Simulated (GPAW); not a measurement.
# Work function of Cr2NOS MXene monolayer at several levels, part 2 of 2

How far do functional and basis move the work function of Cr2NOS MXene monolayer?

GPAW 26.7.0; GPAW, PAW setups; layer in a repeated cell with vacuum, relaxation of atoms and in-plane cell (the session's first sound run).

So far, upper work function (eV): step 3 (the slab's potential, PBE, GPAW) 6.57; step 4 (revPBE) 6.45; step 5 (LDA) 6.77; step 6 (GPAW, PAW setups) 6.86; step 7 (RPBE) 6.45.

## Step 8: Self-consistent run: xc = "vdW-DF2"

Level of this step: GPAW, PAW setups; slab in vacuum (GPAW).

The same geometry under vdW-DF2, to see how far the functional moves the levels against the vacuum (the van der Waals functionals take revPBE setups).

run.py reads:

```python
import json
import numpy as np
from ase import Atoms
from gpaw import GPAW, PW

slab = Atoms(
    ['S', 'Cr', 'N', 'Cr', 'O'],
    positions=[
        [0.00000, 1.68299, 8.00000],
        [1.45752, 0.84150, 9.56367],
        [0.00000, -0.00000, 10.70672],
        [0.00000, 1.68299, 12.00972],
        [1.45752, 0.84150, 12.92824]],
    cell=[[2.91503, -0.0, 0.0], [-1.45752, 2.52449, 0.0], [0.0, 0.0, 20.9282]],
    pbc=[True, True, False],
    magmoms=[0.0, 2.0, 0.0, 2.0, 0.0])

slab.calc = GPAW(mode=PW(500), xc='vdW-DF2', kpts={'size': (12, 12, 1), 'gamma': True},
                 occupations={'name': 'fermi-dirac', 'width': 0.05}, nbands='160%',
                 convergence={'density': 1e-05}, maxiter=200,
                 poissonsolver={'dipolelayer': 'xy'},
                 symmetry={'tolerance': 1e-3}, txt='slab.txt')
result = {}
energy = slab.get_potential_energy()
fermi = slab.calc.get_fermi_level()
v = slab.calc.get_electrostatic_potential().mean((0, 1)) - fermi
n = slab.calc.get_pseudo_density().mean((0, 1))
L = slab.cell[2, 2]
z = np.arange(len(v)) * L / len(v)
low, high = slab.positions[:, 2].min(), slab.positions[:, 2].max()
below, above = np.interp([low - 5.8, high + 5.8], z, v)
slopes = [np.interp(x, z, np.gradient(v, z)) for x in (low - 5.8, high + 5.8)]
eps = np.array([[slab.calc.get_eigenvalues(k, s) for k in range(len(slab.calc.get_ibz_k_points()))]
                for s in range(slab.calc.get_number_of_spins())]) - fermi
top, bottom = eps[eps < 0].max(), eps[eps > 0].min()
dipole = slab.get_dipole_moment()[2]
print(f'energy {energy:.4f} eV, Fermi level {fermi:.4f} eV, dipole {dipole:.5f} e A')
print(f'potential 5.8 A off the faces, from the Fermi level: lower {below:.4f} eV, upper {above:.4f} eV')
print(f'slope of the potential there: lower {slopes[0]:.5f}, upper {slopes[1]:.5f} eV/A')
print(f'nearest levels on the mesh: {top:.4f} and {bottom:.4f} eV')
print('magnetic moment', round(slab.get_magnetic_moment(), 3))
result.update(energy=energy, fermi=fermi, dipole=dipole, below=below, above=above, slopes=slopes, edges=[top, bottom],
              z=z.tolist(), v=v.tolist(), n=n.tolist(), positions=slab.positions.tolist(),
              forces=slab.get_forces(apply_constraint=False).tolist(), moments=slab.get_magnetic_moments().tolist())
json.dump(result, open('result.json', 'w'))
```

Run with:

```console
$ OMP_NUM_THREADS=1 OPENBLAS_NUM_THREADS=1 python run.py
```

The log of the run:

```text
energy -175.6115 eV, Fermi level -0.8719 eV, dipole -0.07261 e A
potential 5.8 A off the faces, from the Fermi level: lower 5.3793 eV, upper 7.1609 eV
slope of the potential there: lower -0.00138, upper 0.00065 eV/A
nearest levels on the mesh: -0.0090 and 0.0193 eV
magnetic moment 3.031
```

Wall time 9.5 min (1 thread of Arm Neoverse V1, shared host); peak memory 0.44 GiB.

Numbers from this step:

| Quantity | Value |
| --- | --- |
| dipole along the normal | -0.07261 e·Å |
| levels nearest the Fermi level on the mesh | -0.008952, 0.01928 eV from the Fermi level |
| upper work function | 7.161 eV |
| lower work function | 5.379 eV |
| site moments | -0.02528, 0.4686, 7.33e-4, 2.428, 0.002958 μB |
| sum of the site moments | 2.875 μB |

The upper face's work function is 7.161 eV, against 6.568 eV in the first plane-wave PBE run at this geometry.

## Step 9: Real-space grid: mode = "fd"

A real-space grid is a second complete basis, so it checks the plane-wave result.

run.py: that of step 8 with these lines changed.

```diff
@@ -3,3 +3,3 @@
 from ase import Atoms
-from gpaw import GPAW, PW
+from gpaw import GPAW
 
@@ -17,3 +17,3 @@
 
-slab.calc = GPAW(mode=PW(500), xc='vdW-DF2', kpts={'size': (12, 12, 1), 'gamma': True},
+slab.calc = GPAW(mode='fd', h=0.18, xc='PBE', kpts={'size': (12, 12, 1), 'gamma': True},
                  occupations={'name': 'fermi-dirac', 'width': 0.05}, nbands='160%',
```

The log of the run:

```text
energy -40.5378 eV, Fermi level -5.7590 eV, dipole -0.06721 e A
potential 5.8 A off the faces, from the Fermi level: lower 4.9333 eV, upper 6.5848 eV
slope of the potential there: lower -0.00000, upper 0.00000 eV/A
nearest levels on the mesh: -0.0464 and 0.0093 eV
magnetic moment 3.019
```

Run time: 12 min. Hardware: 1 thread; peak memory 0.81 GiB.

This step gave:

```
dipole along the normal                    : -0.06721 e·Å
levels nearest the Fermi level on the mesh : -0.04638, 0.009267 eV from the Fermi level
upper work function                        : 6.585 eV
lower work function                        : 4.933 eV
site moments                               : -0.02565, 0.4581, -0.005683, 2.453, -0.02060 μB
sum of the site moments                    : 2.859 μB
```

The electrostatic potential energy of an electron (without an applied field's), less the Fermi level, planar mean oscillates, so the rows of the table below give means over windows of 1 Å about each position, cut where the curve ends. Its maxima inside the range that stand out by 2 % of the span (Å: eV): 8.8: -5.64, 10.3: -7.71, 11.2: -5.44, 12.5: -11.1. Its minima: 8.0: -23.8, 9.6: -18.3, 10.7: -14.0, 12.0: -18.2, 12.9: -12.9.

Table of electrostatic potential energy of an electron (without an applied field's), less the Fermi level, planar mean by z; means over each step:

z (Å), electrostatic potential energy of an electron (without an applied field's), less the Fermi level, planar mean (eV) and a bar from the least value:
```
        0        5.0 ############################
        1        4.9 ############################
        2        4.9 ############################
        3        4.9 ############################
        4        4.9 ############################
        5        4.9 ############################
        6        4.8 ############################
        7        1.2 #######################
        8      -16.8 
        9      -10.0 #########
       10      -12.2 ######
       11       -9.2 ##########
       12      -14.7 ###
       13       -7.5 ############
       14        5.7 #############################
       15        6.6 ##############################
       16        6.6 ##############################
       17        6.6 ##############################
       18        6.6 ##############################
       19        6.6 ##############################
       20        6.6 ##############################
```

The upper face's work function is 6.585 eV, against 6.568 eV in the first plane-wave PBE run at this geometry.

## Step 10: Atomic orbitals: mode = "lcao"

Atom-centred orbitals end a few angstrom from the surface, which tests how much the density's tail matters.

run.py: that of step 9 with these lines changed.

```diff
@@ -17,4 +17,4 @@
 
-slab.calc = GPAW(mode='fd', h=0.18, xc='PBE', kpts={'size': (12, 12, 1), 'gamma': True},
-                 occupations={'name': 'fermi-dirac', 'width': 0.05}, nbands='160%',
+slab.calc = GPAW(mode='lcao', basis='dzp', h=0.18, xc='PBE', kpts={'size': (12, 12, 1), 'gamma': True},
+                 occupations={'name': 'fermi-dirac', 'width': 0.05}, nbands='120%',
                  convergence={'density': 1e-05}, maxiter=200,
```

The log of the run:

```text
energy -38.1954 eV, Fermi level -5.6858 eV, dipole -0.07539 e A
potential 5.8 A off the faces, from the Fermi level: lower 4.7594 eV, upper 6.6122 eV
slope of the potential there: lower 0.00000, upper 0.00000 eV/A
nearest levels on the mesh: -0.0286 and 0.0022 eV
magnetic moment 3.03
```

Run time: 8.6 min. Hardware: 1 thread; peak memory 0.31 GiB.

Numbers from this step:

| Property | Result |
| --- | --- |
| dipole along the normal | -0.07539 e·Å |
| levels nearest the Fermi level on the mesh | -0.02855, 0.002154 eV from the Fermi level |
| upper work function | 6.612 eV |
| lower work function | 4.759 eV |
| site moments | -0.03158, 0.4795, -0.01022, 2.421, -0.02768 μB |
| sum of the site moments | 2.831 μB |

The electrostatic potential energy of an electron (without an applied field's), less the Fermi level, planar mean oscillates, so the rows of the table below give means over windows of 0.5 Å about each position, cut where the curve ends. Its maxima inside the range that stand out by 2 % of the span (Å: eV): 8.75: -5.70, 10.28: -7.69, 11.19: -5.52, 12.54: -11.1. Its minima: 8.03: -23.9, 9.56: -18.3, 10.73: -14.1, 12.00: -18.3, 12.90: -12.8.

Table of electrostatic potential energy of an electron (without an applied field's), less the Fermi level, planar mean by z; means over each step:

```tsv
z (Å)	electrostatic potential energy of an electron (without an applied field's), less the Fermi level, planar mean (eV)
0.0	4.93
0.5	4.76
1.0	4.76
1.5	4.76
2.0	4.76
2.5	4.76
3.0	4.76
3.5	4.76
4.0	4.76
4.5	4.76
5.0	4.76
5.5	4.76
6.0	4.71
6.5	4.32
7.0	2.06
7.5	-7.56
8.0	-21.3
8.5	-10.1
9.0	-8.44
9.5	-16.8
10.0	-11.2
10.5	-11.0
11.0	-8.69
11.5	-9.18
12.0	-17.0
12.5	-12.3
13.0	-9.59
13.5	2.53
14.0	6.07
14.5	6.56
15.0	6.61
15.5	6.61
16.0	6.61
16.5	6.61
17.0	6.61
17.5	6.61
18.0	6.61
18.5	6.61
19.0	6.61
19.5	6.61
20.0	6.61
20.5	6.61
```

The upper face's work function is 6.612 eV, against 6.568 eV in the first plane-wave PBE run at this geometry.

## Step 11: The ladder

Times are for 1 thread of Arm Neoverse V1, shared host. Results by setting:

```tsv
no.	run	upper work function (eV)	lower work function (eV)	time	memory (GiB)
1	pw	6.568	4.936	3.1 min	0.29
2	revPBE	6.455	4.843	3.3 min	0.29
3	LDA	6.774	5.168	3.2 min	0.28
4	optPBE vdW	6.859	5.188	3.6 min	0.44
5	RPBE	6.455	4.846	3.4 min	0.29
6	vdW DF2	7.161	5.379	9.5 min	0.44
7	fd	6.585	4.933	12 min	0.81
8	lcao	6.612	4.759	8.6 min	0.31
```

## Step 12: Side by side

Results and costs are gathered.

This step: comparison of work functions, dipole and cost (GPAW 26.7.0).

Ladder, by row:

```tsv
step	code	work function, upper (eV)	work function, lower (eV)	dipole (e Å)	wall time (s)	peak memory (GiB)	threads
pw	GPAW	6.568	4.936	-0.0665	186.5	0.29	1
revPBE	GPAW	6.455	4.843	-0.06569	196	0.29	1
LDA	GPAW	6.774	5.168	-0.06549	189.1	0.28	1
optPBE-vdW	GPAW	6.859	5.188	-0.06814	213.9	0.44	1
RPBE	GPAW	6.455	4.846	-0.06558	206.5	0.29	1
vdW-DF2	GPAW	7.161	5.379	-0.07261	570.9	0.44	1
fd	GPAW	6.585	4.933	-0.06721	708.3	0.81	1
lcao	GPAW	6.612	4.759	-0.07539	515.8	0.31	1
```

## Step 13: Outcome

| Item | Value |
| --- | --- |
| work function, upper and lower face | 6.568 and 4.936 eV |
| dipole along the normal | -0.0665 e Å |

In words: With plane waves and PBE the work function is 6.57 eV on the upper face and 4.94 eV on the lower. The two faces differ by 1.6 eV, the step that the slab's dipole makes (e p/(ε0 A) gives 1.6 eV), so the dipole layer is needed. Over the sound runs of the table the upper face's work function spans 6.455 (revPBE) to 7.161 eV (vdW-DF2). The starting lattice was a guess from atomic radii; the relaxation moved it by 5 %. The relaxation of atoms and cell ran in a fully periodic cell without the dipole layer, so the atoms of this polar layer felt a small spurious field. One magnetic start was tried; another order may lie lower. The layer's cell and atoms come from the relaxation; spin-orbit coupling and temperature are left out.

[Logs are printed without paths, hosts, clocks, repeated set-up lines and the standing remarks that a program may print on its own settings, such as how far it seeks lower states.]

[Hosts, paths, dates, database ids (printed as entryN), source tags and the programs' standing remarks are cut or masked in the printed files.]
